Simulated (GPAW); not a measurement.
**Magnetic state of Cr (Chromium) from several starts**

Aim: find out whether Cr (Chromium) carries moments, and which collinear order costs least.

Main program and level: GPAW 26.7.0; PBE; plane waves with GPAW's PAW setups, scalar-relativistic.

This is a report of a sequence of runs, with most program output left out.

## Step 1: Starting point

Symmetry: Im-3m, No. 229, cubic system. The conventional cell has a = 2.884 Å, b = 2.884 Å, c = 2.884 Å, α = 90.00°, β = 90.00°, γ = 90.00°. Cr has 8 Cr at 2.50 Å nearest.

## Step 2: Start 1: ferro +

The parallel start comes first: it fits the smallest cell, keeps the most symmetry and shows whether parallel moments form.

File order1.py:

```python
import json
import numpy as np
from ase import Atoms
from ase.parallel import paropen, parprint
from gpaw import GPAW

atoms = Atoms(['Cr'],
    cell=[[-1.44195, 1.44195, 1.44195],
         [1.44195, -1.44195, 1.44195],
         [1.44195, 1.44195, -1.44195]],
    scaled_positions=[[0.0, 0.0, 0.0]],
    pbc=True,
    magmoms=[2.5])
atoms.calc = GPAW(mode={'name': 'pw', 'ecut': 550},
    xc='PBE',
    kpts={'size': (16, 16, 16), 'gamma': True},
    occupations={'name': 'fermi-dirac', 'width': 0.05},
    convergence={'density': 1e-05, 'energy': 1e-05},
    maxiter=200,
    symmetry={'tolerance': 1e-4},
    txt='order1.txt')
e = atoms.get_potential_energy(force_consistent=True)
res = {'free_energy': e, 'energy_sigma0': atoms.get_potential_energy(), 'fermi_energy': atoms.calc.get_fermi_level()}
res['moments'] = atoms.get_magnetic_moments().tolist()
res['total'] = atoms.get_magnetic_moment()
parprint('site moments (muB):', np.round(res['moments'], 3))
parprint(f"total moment: {res['total']:.3f} muB")
parprint(f'free energy: {e:.6f} eV')
atoms.calc.write('order1.gpw')
with paropen('results.json', 'w') as f:
    json.dump(res, f)
```

Launch:

```sh
OMP_NUM_THREADS=1 mpirun -n 4 gpaw python order1.py > order1.log
```

Elapsed: 10 s, on 4 MPI ranks of Arm Neoverse V1, shared host; peak memory 0.58 GiB.

Numbers from this step:

```
final state : non-magnetic
```

After 12 cycles the seed has died away: no moment is left.

## Step 3: Order 2, typed as antiferro q=(1/2,1/2,1/2) +-

Another pattern of signs weighs the neighbour shells otherwise.

The cell is doubled to 2 atoms to hold this order. Its mesh is chosen so that both cells sample the same points.

File order2.py:

```python
import json
import numpy as np
from ase import Atoms
from ase.parallel import paropen, parprint
from gpaw import GPAW

atoms = Atoms(['Cr', 'Cr'],
    cell=[[-2.8839, 2.8839, 2.8839],
         [0.0, 0.0, 2.8839],
         [0.0, 2.8839, 0.0]],
    scaled_positions=[[0.0, 0.0, 0.0],
         [0.5, 0.0, 0.0]],
    pbc=True,
    magmoms=[2.5, -2.5])
atoms.calc = GPAW(mode={'name': 'pw', 'ecut': 550},
    xc='PBE',
    kpts={'size': (8, 16, 16), 'gamma': True},
    occupations={'name': 'fermi-dirac', 'width': 0.05},
    convergence={'density': 1e-05, 'energy': 1e-05},
    maxiter=200,
    symmetry={'tolerance': 1e-4},
    txt='order2.txt')
e = atoms.get_potential_energy(force_consistent=True)
res = {'free_energy': e, 'energy_sigma0': atoms.get_potential_energy(), 'fermi_energy': atoms.calc.get_fermi_level()}
res['moments'] = atoms.get_magnetic_moments().tolist()
res['total'] = atoms.get_magnetic_moment()
parprint('site moments (muB):', np.round(res['moments'], 3))
parprint(f"total moment: {res['total']:.3f} muB")
parprint(f'free energy: {e:.6f} eV')
atoms.calc.write('order2.gpw')
with paropen('results.json', 'w') as f:
    json.dump(res, f)
```

Launch:

```sh
OMP_NUM_THREADS=1 mpirun -n 4 gpaw python order2.py > order2.log
```

The job ended after 88 s (4 MPI ranks; peak memory 0.89 GiB).

This step gave:

- magnetization: 0 μB
- final state: antiferromagnetic
- largest moment: 1.315 μB

It lies 34.3 meV a seeded atom under the first start, and its largest moment is 1.31 μB against 3.6e-6 μB.

## Step 4: Order 3, typed as antiferro q=(0,0,1/2) +-

An opposed order shows whether the pairs that it reverses prefer unlike signs.

This order needs a doubled cell of 2 atoms. Its mesh is chosen so that both cells sample the same points.

order3.py is the script of step 3 with these lines changed:

```diff
@@ -7,7 +7,7 @@
 atoms = Atoms(['Cr', 'Cr'],
-    cell=[[-2.8839, 2.8839, 2.8839],
-         [0.0, 0.0, 2.8839],
-         [0.0, 2.8839, 0.0]],
+    cell=[[-1.44195, 1.44195, 1.44195],
+         [1.44195, -1.44195, 1.44195],
+         [2.8839, 2.8839, -2.8839]],
     scaled_positions=[[0.0, 0.0, 0.0],
-         [0.5, 0.0, 0.0]],
+         [0.0, 0.0, 0.5]],
     pbc=True,
@@ -16,3 +16,3 @@
     xc='PBE',
-    kpts={'size': (8, 16, 16), 'gamma': True},
+    kpts={'size': (16, 16, 8), 'gamma': True},
     occupations={'name': 'fermi-dirac', 'width': 0.05},
@@ -21,3 +21,3 @@
     symmetry={'tolerance': 1e-4},
-    txt='order2.txt')
+    txt='order3.txt')
 e = atoms.get_potential_energy(force_consistent=True)
@@ -29,3 +29,3 @@
 parprint(f'free energy: {e:.6f} eV')
-atoms.calc.write('order2.gpw')
+atoms.calc.write('order3.gpw')
 with paropen('results.json', 'w') as f:
```

Launch:

```sh
OMP_NUM_THREADS=1 mpirun -n 4 gpaw python order3.py > order3.log
```

Wall time 70 s (4 MPI ranks); peak memory 0.83 GiB; 4.7 min of CPU time.

The spin moment in the augmentation sphere vanishes on all atoms.

Numbers from this step:

```
final state : non-magnetic
```

It ends in the same state without moments as the first start; the 8.6e-5 meV between them is numerical noise.

## Step 5: Start 4: no spin polarisation

This run holds no moments, which gives a state to set the others against.

File nospin.py:

```python
import json
import numpy as np
from ase import Atoms
from ase.parallel import paropen, parprint
from gpaw import GPAW

atoms = Atoms(['Cr'],
    cell=[[-1.44195, 1.44195, 1.44195],
         [1.44195, -1.44195, 1.44195],
         [1.44195, 1.44195, -1.44195]],
    scaled_positions=[[0.0, 0.0, 0.0]],
    pbc=True)
atoms.calc = GPAW(mode={'name': 'pw', 'ecut': 550},
    xc='PBE',
    kpts={'size': (16, 16, 16), 'gamma': True},
    occupations={'name': 'fermi-dirac', 'width': 0.05},
    convergence={'density': 1e-05, 'energy': 1e-05},
    maxiter=200,
    symmetry={'tolerance': 1e-4},
    txt='nospin.txt')
e = atoms.get_potential_energy(force_consistent=True)
res = {'free_energy': e, 'energy_sigma0': atoms.get_potential_energy(), 'fermi_energy': atoms.calc.get_fermi_level()}
parprint(f'free energy: {e:.6f} eV')
atoms.calc.write('nospin.gpw')
with paropen('results.json', 'w') as f:
    json.dump(res, f)
```

Launch:

```sh
OMP_NUM_THREADS=1 mpirun -n 4 gpaw python nospin.py > nospin.log
```

Run time: 7.1 s. Hardware: 4 MPI ranks; peak memory 0.57 GiB; 28 s of CPU time.

Numbers from this step:

- final state: non-magnetic (no spin polarisation)

It ends in the same state without moments as the first start; the 1.9e-6 meV between them is numerical noise.

## Step 6: Energies of the orders

These are free energies at a smearing of 0.05 eV, so its entropy term is in the differences. They are divided by the number of seeded atoms, so that cells of unlike size compare. Wavevectors q in the names are fractions of the reciprocal vectors of the first run's cell.

Orders:

```
                       start        final state  typed order kept  energy over the lowest (meV a seeded atom)  largest site moment (μB)  net moment (μB a primitive cell)  mesh matched  CPU time (s)
                     ferro +       non-magnetic                no                                       34.31                         0                                 0           yes         39.62
antiferro q=(1/2,1/2,1/2) +-  antiferromagnetic               yes                                           0                     1.315                                 0           yes         352.1
    antiferro q=(0,0,1/2) +-       non-magnetic                no                                       34.31                         0                                 0           yes         280.6
        no spin polarisation       non-magnetic                 -                                       34.31                         0                                 0           yes         28.16
```

## Step 7: Summary of results

```yaml
lowest_state_found: antiferromagnetic (typed antiferro q=(1/2,1/2,1/2) +-)
largest_site_moment: 1.31 μB
next_state: non-magnetic, 34.3 meV a seeded atom higher
energy_gained_by_spin_polarisation: 34.3 meV a seeded atom
```

The lowest state found is antiferromagnetic, reached from the start antiferro q=(1/2,1/2,1/2) +-, with moments up to 1.31 μB. 2 starts left the typed pattern (a sign turned or a seeded moment died), so such an energy belongs to the state reached, not the one typed. Only 4 starts are shown; other collinear patterns, canted and longer-period orders are not.

[Logs and program files are shortened in this print: banners, set-up blocks, solver, clock and traceback lines can be left out without a mark of their own.]

[Logs are printed without paths, hosts, clocks, repeated set-up lines and the standing remarks that a program may print on its own settings, such as how far it seeks lower states.]

[Hosts, paths, dates, database ids (printed as entryN), source tags and the programs' standing remarks are cut or masked in the printed files.]

[Where a cell is said to come from a database of computed structures, the database is the Materials Project.]
